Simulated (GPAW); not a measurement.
# VN2: optical spectrum from first principles

Aim: the dielectric function of VN2, and the optical constants that follow from it.

Main program and level: GPAW 26.7.0; DFT, PBE, plane-wave PAW (GPAW data sets), scalar-relativistic, RPA, optical limit.

## 1. The starting structure

It takes space group I4/mcm (No. 140, tetragonal). Conventional cell: a = 4.301 Å, b = 4.301 Å, c = 4.983 Å, α = 90.00°, β = 90.00°, γ = 90.00°. Nearest to V lie 8 N at 2.13 Å. N has 1 N at 1.40 Å and 4 V at 2.13 Å nearest. Farther neighbours and most contacts between anions are not listed.

## 2. Ground state

First the ground state: is it a metal or has it a gap?

This step: DFT, PBE, plane-wave PAW (GPAW data sets), scalar-relativistic, ground state (GPAW 26.7.0).

gs.py reads:

```python
from ase import Atoms
from ase.dft.bandgap import bandgap
from gpaw import GPAW, PW, FermiDirac

atoms = Atoms(['V', 'V', 'N', 'N', 'N', 'N'],
              cell=[[-2.15075000, 2.15075000, 2.49135000],
                    [2.15075000, -2.15075000, 2.49135000],
                    [2.15075000, 2.15075000, -2.49135000]],
              scaled_positions=[[0.75000000, 0.75000000, 0.00000000],
                                [0.25000000, 0.25000000, 0.00000000],
                                [0.38490000, 0.11510000, 0.50000000],
                                [0.88490000, 0.38490000, 0.26980000],
                                [0.61510000, 0.88490000, 0.50000000],
                                [0.11510000, 0.61510000, 0.73020000]],
              pbc=[True, True, True])
atoms.set_initial_magnetic_moments([2.0, 2.0, 0.0, 0.0, 0.0, 0.0])
atoms.calc = GPAW(mode=PW(400), xc='PBE', kpts={'size': (7, 7, 7), 'gamma': True},
                  occupations=FermiDirac(0.05), maxiter=150, txt='gs.txt')
print('energy (eV)', atoms.get_potential_energy())
print('Fermi level (eV)', atoms.calc.get_fermi_level())
print('valence electrons', atoms.calc.get_number_of_electrons())
print('gap (eV)', bandgap(atoms.calc, output=None)[0])
print('direct gap (eV)', bandgap(atoms.calc, direct=True, output=None)[0])
print('moments', atoms.get_magnetic_moments().round(3).tolist())
atoms.calc.write('gs.gpw')
```

Launch:

```bash
> OMP_NUM_THREADS=1 python gs.py
```

Numbers of over 12 decimals in the logs are rounded to 6 here.

Output:

```text
__  _  _
 | _ |_)|_||  |
 |__||  | ||/\| - 26.7.0

Versions:
  Python: 3.12.14
  ASE:    3.29.0
  Numpy:  2.5.5
  Scipy:  1.18.1
  Libxc:  7.0.0

Input parameters:
  mode=PW(ecut=400.0),
  kpts=MonkhorstPack(size=(7, 7, 7), gamma=True),
  maxiter=150,
  occupations=Occupations(name='fermi-dirac', width=0.05, fixmagmom=False),
  xc=XC(name='PBE')

Diagonalizing LCAO Hamiltonian
Converting LCAO to pw mode

        V
             N

        V N
               N

Atoms  # Å, Bohr magnetons
|   | symbol |         x |         y |         z |    initial magnetic moments |
| 0 |      V |  0.000000 | -0.000000 |  3.737025 | ( 0.0000,  0.0000,  2.0000) |
| 1 |      V |  0.000000 |  0.000000 |  1.245675 | ( 0.0000,  0.0000,  2.0000) |
| 2 |      N |  0.495103 |  1.655647 |  0.000000 | ( 0.0000,  0.0000,  0.0000) |
| 3 |      N | -0.495103 |  1.655647 |  2.491350 | ( 0.0000,  0.0000,  0.0000) |
| 4 |      N |  1.655647 |  0.495103 |  2.491350 | ( 0.0000,  0.0000,  0.0000) |
| 5 |      N |  2.645853 |  0.495103 | -0.000000 | ( 0.0000,  0.0000,  0.0000) |

Unit cell  # Å
| periodic |         x |         y |         z |  lengths |     angles |
|      yes | -2.150750 |  2.150750 |  2.491350 | 3.931701 | 113.673308 |
|      yes |  2.150750 | -2.150750 |  2.491350 | 3.931701 | 113.673308 |
|      yes |  2.150750 |  2.150750 | -2.491350 | 3.931701 | 101.359109 |

Number of symmetries: 8
Symmetry operations  # r_c * U_cc + t_c -> r_c
|   | kind |            matrix            |
| 0 |  C4  |  1, 1, 1,  0, 0,-1, -1, 0, 0 |
| 1 |  E   |  1, 0, 0,  0, 1, 0,  0, 0, 1 |
| 2 |  C2  |  0, 1, 0,  1, 0, 0, -1,-1,-1 |
| 3 |  S4  |  0, 0, 1, -1,-1,-1,  0, 1, 0 |
| 4 |  C4  |  0, 0,-1,  1, 1, 1,  0,-1, 0 |
| 5 |  σ   |  0,-1, 0, -1, 0, 0,  1, 1, 1 |
| 6 |  i   | -1, 0, 0,  0,-1, 0,  0, 0,-1 |
| 7 |  S4  | -1,-1,-1,  0, 0, 1,  1, 0, 0 |

BZ-sampling:
  Number of BZ points: 343
  Number of IBZ points: 52

  Monkhorst-Pack size: [7, 7, 7]
  Monkhorst-Pack shift: [0, 0, 0]

K-points  # in reciprocal-cell coordinates
|     |                                coordinates |     weight |
|   0 | (  0.00000000,   0.00000000,   0.00000000) | 0.00291545 |
|   1 | (  0.14285714,  -0.14285714,   0.00000000) | 0.01166181 |
|   2 | (  0.14285714,  -0.14285714,   0.14285714) | 0.01166181 |
|   3 | (  0.14285714,   0.00000000,   0.00000000) | 0.02332362 |
|   4 | (  0.14285714,   0.14285714,  -0.14285714) | 0.00583090 |
|   5 | (  0.28571429,  -0.28571429,  -0.14285714) | 0.01166181 |
|   6 | (  0.28571429,  -0.28571429,   0.00000000) | 0.01166181 |
|   7 | (  0.28571429,  -0.28571429,   0.14285714) | 0.01166181 |
|   8 | (  0.28571429,  -0.28571429,   0.28571429) | 0.01166181 |
|   9 | (  0.28571429,  -0.14285714,  -0.14285714) | 0.02332362 |
| ... |                                            |            |
|  51 | (  0.42857143,   0.42857143,   0.42857143) | 0.02332362 |

Plane wave coefficients: 846
Cutoff: 400.0 eV

Spin-components: 2 (collinear spins)
Bands:           34
Projectors:      32
Spin-degeneracy: 1
Datatype:        complex128

Parallelization:
  kpt:    1
  domain: 1
  band:   1

Density:
  Valence electrons: 46.0
  Components: 2
  Grid points: [20 20 20]
  Charge: 0.0  # |e|

Potential:
  Grid points: [20 20 20]

species:
  V:
    name:    Vanadium
    id:
    Z:       23.0
    valence: 13
    core:    10
    charge:  0.0  # [|e|]
    compensation charges:
      type: gauss
      rc: 0.37  # [Å]
      lmax: 2
    cutoffs:
      filter: 2.14  # [Å]
      core: 0.96  # [Å]
    projectors
    | kind |    occ | energy [eV] | rcut [Å] |
    |   3s |  2.000 |     -70.222 |    1.254 |
    |   4s |  2.000 |      -4.702 |    1.254 |
    |   3p |  6.000 |     -44.043 |    1.281 |
    |   4p |  0.000 |      -1.444 |    1.281 |
    |   3d |  3.000 |      -5.164 |    1.169 |
    |    d |        |      22.047 |    1.169 |

    Using partial waves for V as LCAO basis

  N:
    name:    Nitrogen
    id:
    Z:       7.0
    valence: 5
    core:    2
    charge:  0.0  # [|e|]
    compensation charges:
      type: gauss
      rc: 0.18  # [Å]
      lmax: 2
    cutoffs:
      filter: 1.11  # [Å]
      core: 0.96  # [Å]
    projectors
    | kind |    occ | energy [eV] | rcut [Å] |
    |   2s |  2.000 |     -18.583 |    0.603 |
    |   2p |  3.000 |      -7.089 |    0.529 |
    |    s |        |       8.629 |    0.603 |
    |    p |        |      20.123 |    0.529 |
    |    d |        |       0.000 |    0.577 |

    Using partial waves for N as LCAO basis

Reference energy: -57567.877141  # eV

eigensolver:
  PPCG
  Converge bands: occupied
  niter=2

density mixing:
  MSR1-Mixer
  Pratt-step length: 0.05
  Maximum mixing coefficient: 0.75
  Old densities: 10
  SVD Regularization: 0.005
  Good broyden scale: 1.0
  Trust region scale: 1.0
  Backstep threshold: 4.0
  History deletion threshold: 6.0
  Fourier metric: weight=20.0, sigma=0.015

occupation numbers:
  Fermi-Dirac:
    width: 0.0500  # eV

poisson solver:
  ecut: 3200.0  # eV

xc functional:
  name: PBE with 2 nearest neighbor stencil

convergence criteria:
- Maximum [total energy] change in last 3 cyles: 0.0005 eV / valence electron
- Maximum integral of absolute [dens]ity change: 0.0001 electrons / valence electron
- Maximum integral of absolute [eigenst]ate change: 4e-08 eV^2 / valence electron
maximum number of iterations: 150

SCF iterations
|iter     |      energy | eigst |  dens |  magmom |
|iter:   1||  -46.477304 | +0.38 |       |  +4.0037|
|iter:   2||  -45.620111 | -1.55 | -0.76 |  +3.8481|
|iter:   3||  -44.723748 | -1.29 | -0.82 |  +2.6675|
|iter:   4||  -44.968552 | -2.01 | -1.16 |  +1.7243|
|iter:   5||  -45.008838 | -2.16 | -1.33 |  +0.8333|
|iter:   6||  -45.048380 | -2.87 | -1.83 |  +0.3496|
|iter:   7||  -45.054065 | -3.37 | -2.06 |  +0.2462|
|iter:   8||  -45.056734c| -3.72 | -2.45 |  +0.1305|
|iter:   9||  -45.057348c| -4.26 | -2.87 |  +0.0588|
|iter:  10||  -45.057539c| -4.73 | -3.19 |  +0.0038|
|iter:  11||  -45.057552c| -6.09 | -3.77 |  -0.0009|
|iter:  12||  -45.057553c| -6.81 | -4.21c|  +0.0015|
|iter:  13||  -45.057553c| -7.89c| -4.87c|  +0.0007|

Converged in 13 steps
SCF loop duration: 131.092 s (10.084 s/step)
Energy contributions relative to reference atoms: (reference = -57567.877141)

Energy contributions:
  Kinetic:          -5.019925
  Coulomb:           7.796739
  Zero:              0.117046
  External:          0.000000
  Xc:              -47.939971
  Entropy:          -0.022882
  Spinorbit:         0.000000
  ----------------------------
  Free energy:     -45.068994
  Extrapolated:    -45.057553

dipole moment: (-10.448742, -10.448742, 12.103442)  # |e|*Ang

Total magnetic moment: (0.000000, 0.000000, 0.000728)

Local magnetic moments
|        x |        y |        z |
| 0.000000 | 0.000000 | 0.000343 |  # V    0
| 0.000000 | 0.000000 | 0.000343 |  # V    1
| 0.000000 | 0.000000 | 0.000006 |  # N    2
| 0.000000 | 0.000000 | 0.000006 |  # N    3
| 0.000000 | 0.000000 | 0.000006 |  # N    4
| 0.000000 | 0.000000 | 0.000006 |  # N    5

Fermi level: 12.709
Eigenvalues  # (at kpt = [0.000, 0.000, 0.000])
| band index |      eig [eV] | occ [0-1] |      eig [eV] | occ [0-1] |
|          0 |       -52.878 |     1.000 |       -52.878 |     1.000 |
|        ... |               |           |               |           |
|         15 |         6.011 |     1.000 |         6.011 |     1.000 |
|         16 |         6.011 |     1.000 |         6.011 |     1.000 |
|         17 |         9.047 |     1.000 |         9.047 |     1.000 |
|         18 |         9.385 |     1.000 |         9.385 |     1.000 |
|         19 |         9.821 |     1.000 |         9.821 |     1.000 |
|         20 |        10.115 |     1.000 |        10.115 |     1.000 |
|         21 |        10.115 |     1.000 |        10.115 |     1.000 |
|         22 |        10.123 |     1.000 |        10.123 |     1.000 |
|         23 |        13.504 |     0.000 |        13.505 |     0.000 |
|         24 |        13.641 |     0.000 |        13.641 |     0.000 |
|         25 |        13.641 |     0.000 |        13.641 |     0.000 |
|         26 |        14.078 |     0.000 |        14.079 |     0.000 |
|         27 |        14.660 |     0.000 |        14.660 |     0.000 |
|         28 |        14.883 |     0.000 |        14.884 |     0.000 |
|         29 |        14.883 |     0.000 |        14.884 |     0.000 |
|         30 |        15.045 |     0.000 |        15.045 |     0.000 |
|        ... |               |           |               |           |
|         33 |        21.867 |     0.000 |        21.867 |     0.000 |

No gap
No difference between direct/indirect transitions

--- standard output ---
energy (eV) -45.057553
Fermi level (eV) 12.708758
valence electrons 46.0
gap (eV) 0.0
direct gap (eV) 0.0
moments [0.0, 0.0, 0.0, 0.0, 0.0, 0.0]
```

It took 2.5 min on 1 thread of Arm Neoverse N1, shared host; peak memory 0.21 GiB.

Read-outs, printed or worked out from the files:

- energy: -45.06 eV
- Fermi energy: 12.71 eV
- electrons: 46

There are states at the Fermi level within the smearing, so the occupations stay smeared and the carriers get a Drude term.

## 3. Bands for the response

At the fixed density, many empty bands are solved on the mesh of the response, since the spectrum sums over them.

This step: DFT, PBE, plane-wave PAW (GPAW data sets), scalar-relativistic, bands at fixed density (GPAW 26.7.0).

nscf.py reads:

```python
from ase.dft.bandgap import bandgap
from gpaw import GPAW, FermiDirac

calc = GPAW('gs.gpw').fixed_density(kpts={'size': (10, 10, 10), 'gamma': True}, nbands=57, convergence={'bands': 51},
                                    occupations=FermiDirac(0.05), txt='nscf.txt')
print('gap (eV)', bandgap(calc, output=None)[0])
print('direct gap (eV)', bandgap(calc, direct=True, output=None)[0])
calc.write('full.gpw', mode='all')
```

Launch:

```bash
> OMP_NUM_THREADS=1 python nscf.py
```

Output:

```text
Diagonalizing LCAO Hamiltonian
Converting LCAO to pw mode
convergence criteria:
- Maximum integral of absolute [eigenst]ate change: 4e-08 eV^2 / valence electron
maximum number of iterations: 150

SCF iterations
|iter     |      energy | eigst |  dens |  magmom |
|iter:   1||             | +2.57 |       |  +0.0007|
|iter:   2||             | +1.52 |       |  +0.0007|
|iter:   3||             | +0.36 |       |  +0.0007|
|iter:   4||             | -0.86 |       |  +0.0007|
|iter:   5||             | -1.85 |       |  +0.0007|
|iter:   6||             | -2.89 |       |  +0.0007|
|iter:   7||             | -3.83 |       |  +0.0007|
|iter:   8||             | -4.83 |       |  +0.0007|
|iter:   9||             | -5.74 |       |  +0.0007|
|iter:  10||             | -6.66 |       |  +0.0007|
|iter:  11||             | -7.38 |       |  +0.0007|
|iter:  12||             | -7.94c|       |  +0.0007|
SCF steps: 12
  __  _  _
 | _ |_)|_||  |
 |__||  | ||/\| - 26.7.0

Versions:
  Python: 3.12.14
  ASE:    3.29.0
  Numpy:  2.5.5
  Scipy:  1.18.1
  Libxc:  7.0.0

Input parameters:
  mode=PW(ecut=400.0),
  convergence={'bands': 51},
  gpts=array([20, 20, 20]),
  kpts=MonkhorstPack(size=(10, 10, 10), gamma=True),
  maxiter=150,
  nbands=57,
  occupations=Occupations(name='fermi-dirac', width=0.05, fixmagmom=False),
  parallel={},
  xc=XC(name='PBE')

--- standard output ---
gap (eV) 0.0
direct gap (eV) 0.0
```

Run time: 8.3 min. Hardware: 1 thread; peak memory 0.44 GiB.

## 4. Dielectric function, RPA

Local fields let the induced charge screen the field inside the cell, which as a rule lowers ε, most along directions where the density is uneven.

This step: DFT, PBE, plane-wave PAW (GPAW data sets), scalar-relativistic, RPA, optical limit (GPAW 26.7.0).

df.py reads:

```python
from gpaw.response.df import DielectricFunction

df = DielectricFunction('full.gpw', frequencies={'type': 'nonlinear', 'domega0': 0.03, 'omega2': 8},
                        ecut=50,
                        eta=0.2,
                        nbands=51,
                        rate=0.03,
                        txt='df.txt')
for direction in ['x', 'z']:
    df.get_dielectric_function(xc='RPA', direction=direction, filename=f'df_{direction}.csv')
```

Launch:

```bash
> OMP_NUM_THREADS=1 python df.py
```

Output:

```text
Using integrator: PointIntegrator
NonLinearFrequencyDescriptor(from 0.000 to 96.040 eV, 537 points)
Nonperiodic BCs:  [False False False]
Using integrator: PointIntegrator
NonLinearFrequencyDescriptor(from 0.000 to 96.040 eV, 537 points)
Nonperiodic BCs:  [False False False]
Using integrator: PointIntegrator

Calculating chi0 body with:
    Ground state adapter containing:
    Number of spins: 2
    Number of kpoints: 1000
    Number of irreducible kpoints: 144
    Number of completely occupied states: 21
    Number of partially occupied states: 26

    Linear response parametrization:
    q_c: [0.0, 0.0, 0.0]
    Number of frequency points: 537
    Planewave cutoff: 50.0
    Number of bands: 51
    Number of planewaves: 43
    Broadening (eta): 0.2

Integrating chi0 body.

Symmetries of q_c:
    Direct symmetries (Uq -> q): 8
    Indirect symmetries (TUq -> q): 0
In total 8 allowed symmetries.

144 groups of equivalent kpoints. 85.6% reduction.

Integral kind: spectral function

Calculating chi0 optical extensions with:
    Ground state adapter containing:
    Number of spins: 2
    Number of kpoints: 1000
    Number of irreducible kpoints: 144
    Number of completely occupied states: 21
    Number of partially occupied states: 26

    Linear response parametrization:
    Number of frequency points: 537
    Planewave cutoff: 50.0
    Number of bands: 51
    Number of planewaves: 43
    Broadening (eta): 0.2
Integrating chi0 head and wings.

Symmetries of q_c:
    Direct symmetries (Uq -> q): 8
    Indirect symmetries (TUq -> q): 0
In total 8 allowed symmetries.

144 groups of equivalent kpoints. 85.6% reduction.

Integral kind: spectral function wings

Calculating drude chi0 with:
    Number of frequency points:537
    Plasma frequency decay rate: 0.03 eV

    Ground state adapter containing:
    Number of spins: 2
    Number of kpoints: 1000
    Number of irreducible kpoints: 144
    Number of completely occupied states: 21
    Number of partially occupied states: 26

Symmetries of q_c:
    Direct symmetries (Uq -> q): 8
    Indirect symmetries (TUq -> q): 0
In total 8 allowed symmetries.

144 groups of equivalent kpoints. 85.6% reduction.

Integral kind: intraband
Plasma frequency:
[[2.19+0.j 0.  +0.j 0.  +0.j]
 [0.  +0.j 2.19+0.j 0.  +0.j]
 [0.  +0.j 0.  +0.j 4.79+0.j]]
```

Elapsed: 2 min, on 1 thread; peak memory 0.3 GiB.

Sum at mesh points, not converged in k. Im ε against photon energy; read off at these points:

```csv
photon energy (eV),E ∥ x,E ∥ z
1.0,10.2,22.8
2.0,8.36,10.4
3.0,15.1,12.6
3.5,17.2,13.8
4.0,15.8,11.9
5.0,10.6,8.52
6.0,10.6,8.74
7.0,6.33,5.23
8.0,4.96,2.65
9.0,3.33,1.86
10.0,2.20,1.70
11.0,1.67,1.29
12.0,1.71,1.85
13.0,3.66,1.23
14.0,2.83,2.47
15.0,2.20,3.78
16.0,1.72,2.50
17.0,1.68,1.69
18.0,1.59,1.31
19.0,1.39,1.47
```

Values under 1 per cm are given as 1; sum at mesh points, not converged in k. Absorption coefficient against photon energy:

```csv
photon energy (eV),E ∥ x (1/cm),E ∥ z (1/cm)
0.492,1.1e5,4.1e5
1.010,1.4e5,4.1e5
1.486,1.7e5,4.1e5
1.985,2.1e5,4.0e5
2.508,3.9e5,5.3e5
3.018,5.9e5,6.2e5
3.510,8.4e5,8.6e5
3.980,1.0e6,9.8e5
4.516,1.1e6,9.3e5
4.981,1.1e6,1.0e6
5.515,1.2e6,1.2e6
6.021,1.5e6,1.4e6
6.494,1.6e6,1.5e6
6.985,1.6e6,1.6e6
7.496,1.5e6,1.5e6
8.026,1.6e6,1.4e6
8.516,1.5e6,1.2e6
9.023,1.5e6,1.1e6
9.483,1.5e6,1.0e6
10.026,1.3e6,9.4e5
10.519,1.2e6,9.7e5
11.029,1.0e6,7.7e5
11.479,8.6e5,6.5e5
12.023,8.0e5,9.0e5
12.504,1.1e6,8.1e5
13.000,1.6e6,6.4e5
13.512,1.8e6,6.2e5
14.040,1.8e6,1.0e6
14.493,1.8e6,1.7e6
14.960,1.7e6,2.1e6
15.536,1.7e6,2.1e6
16.031,1.5e6,2.0e6
16.541,1.5e6,1.9e6
16.959,1.6e6,1.7e6
17.496,1.5e6,1.6e6
18.049,1.5e6,1.4e6
18.504,1.6e6,1.4e6
18.969,1.5e6,1.4e6
19.447,1.4e6,1.5e6
```

Sum at mesh points, not converged in k. Table of reflectivity at normal incidence by photon energy; read off at these points:

```csv
photon energy (eV),E ∥ x (%),E ∥ z (%)
0.50,40.6,90.7
1.00,38.7,63.8
1.50,36.9,48.8
2.00,38.7,38.1
2.50,42.1,41.1
3.00,43.9,40.6
3.50,46.2,44.8
4.00,46.6,44.9
4.07,46.7,45.2
4.50,44.7,39.2
5.00,42.2,38.0
5.50,41.8,40.1
6.00,45.7,45.0
6.50,47.1,47.3
6.71,47.9,50.2
7.00,46.8,50.5
7.27,43.3,51.4
7.50,41.0,49.9
8.00,42.9,47.6
8.50,41.0,39.3
9.00,40.7,30.0
9.50,38.9,24.6
10.00,35.4,19.4
10.50,27.5,17.9
11.00,18.4,11.9
11.50,11.5,6.78
12.00,9.10,10.7
12.50,15.1,8.87
13.00,22.2,5.68
13.50,25.1,7.43
14.00,25.4,13.4
14.50,25.7,22.3
14.68,26.1,25.7
15.00,23.3,26.3
15.50,25.4,27.5
16.00,20.0,26.4
16.50,17.7,26.9
17.00,19.3,23.4
17.50,15.8,20.2
18.00,15.3,14.5
18.50,15.9,13.0
19.00,14.9,11.7
19.50,11.9,12.4
```

Sum at mesh points, not converged in k. Table of Im ε, E ∥ x by photon energy; read off at these points:

```csv
photon energy (eV),without local fields,with local fields
0.50,10.7,10.6
1.00,10.5,10.2
1.50,8.45,8.30
2.00,8.58,8.36
2.50,13.0,12.5
3.00,15.7,15.1
3.50,17.6,17.2
4.00,16.1,15.8
4.50,12.7,13.0
5.00,10.1,10.6
5.50,10.0,10.5
6.00,9.81,10.6
6.50,8.15,8.76
7.00,5.96,6.33
7.50,5.26,5.48
8.00,4.64,4.96
8.50,3.85,4.18
9.00,3.15,3.33
9.50,2.67,2.78
10.00,2.11,2.20
10.50,1.77,1.79
11.00,1.63,1.67
11.50,1.62,1.54
12.00,1.97,1.71
12.50,3.88,2.80
12.92,5.06,3.63
13.00,4.91,3.66
13.50,4.01,3.35
14.00,3.20,2.83
14.50,2.87,2.57
15.00,2.47,2.20
15.50,2.13,1.95
16.00,2.05,1.72
16.50,2.33,1.75
17.00,2.32,1.68
17.50,1.83,1.53
18.00,1.43,1.59
18.50,1.28,1.63
19.00,1.33,1.39
19.50,1.35,1.33
```

The loss function −Im 1/ε at q → 0 has structure finer than the step of the table below, so its rows give means over 1 eV, whole bins alone (the curve runs from 0.305 to 19.9 eV). Peaks (eV: height): E ∥ x 11.3: 0.618, 19.3: 0.716; E ∥ z 10.9: 0.724, 12.5: 0.551, 17.9: 0.756.

Sum at mesh points, not converged in k. Table of loss function −Im 1/ε at q → 0 by energy loss; means over each step:

```csv
energy loss (eV),E ∥ x,E ∥ z
1,0.0454,0.0393
2,0.0311,0.0781
3,0.0405,0.0688
4,0.0619,0.0893
5,0.0894,0.115
6,0.0970,0.111
7,0.135,0.136
8,0.175,0.237
9,0.234,0.450
10,0.377,0.574
11,0.589,0.658
12,0.387,0.452
13,0.267,0.367
14,0.344,0.181
15,0.436,0.255
16,0.567,0.385
17,0.600,0.567
18,0.622,0.711
19,0.682,0.627
```

From ε follow the optical constants at some laser and lamp lines:

```csv
wavelength (nm),n x,k x,R (%) x,1/α x,n z,k z,R (%) z,1/α z
1064,3.72,1.278,37.8,66 nm,2.64,3.688,60.7,23 nm
800,3.75,1.096,36.9,58 nm,2.46,2.555,46.8,25 nm
633,3.98,1.025,38.4,49 nm,2.62,2.024,39.1,25 nm
532,4.17,1.375,41.7,31 nm,3.08,1.879,39.0,23 nm
308,3.10,2.535,46.6,9.7 nm,2.43,2.432,45.0,10 nm
248,2.35,2.245,42.2,8.8 nm,2.14,1.988,38.0,9.9 nm
193,1.87,2.404,46.6,6.4 nm,1.67,2.305,46.3,6.7 nm
```

A polished face would reflect 40 % of daylight and look grey (CIE x = 0.306, y = 0.325 under D65).

## 5. What came out

In words: At this level (PBE, RPA) VN2 is a metal. The mesh is too coarse to trust the carriers' weight, the reflectivity or the colour to better than tens of per cent. A polished face would reflect 40 % of daylight and look grey (CIE x = 0.306, y = 0.325 under D65). The carriers' damping of 0.03 eV is typed, not computed; it shapes the response at the lowest energies. The magnetic state comes from one start and need not be the lowest. In this version of GPAW the matrix elements of the optical limit are incomplete, which can lower ε − 1 by up to a tenth where first-row anions or d states rule, and shift it by more in d metals. GPAW's carrier term has the form −ωp²/(ω + i·rate)², which damps like twice the rate and fails at low energy, so the curves leave the lowest energies out. The sum runs over mesh points 0.21 Å⁻¹ apart with no interpolation, so peaks are partly noise of the mesh, and the Drude plasma energy, a sum over the Fermi surface, isn't converged.

[Machine, clock and banner lines and Python warnings are left out of the logs.]

[Logs are printed without paths, hosts, clocks, repeated set-up lines and the standing remarks that a program may print on its own settings, such as how far it seeks lower states.]

[Hosts, paths, dates, database ids (printed as entryN), source tags and the programs' standing remarks are cut or masked in the printed files.]
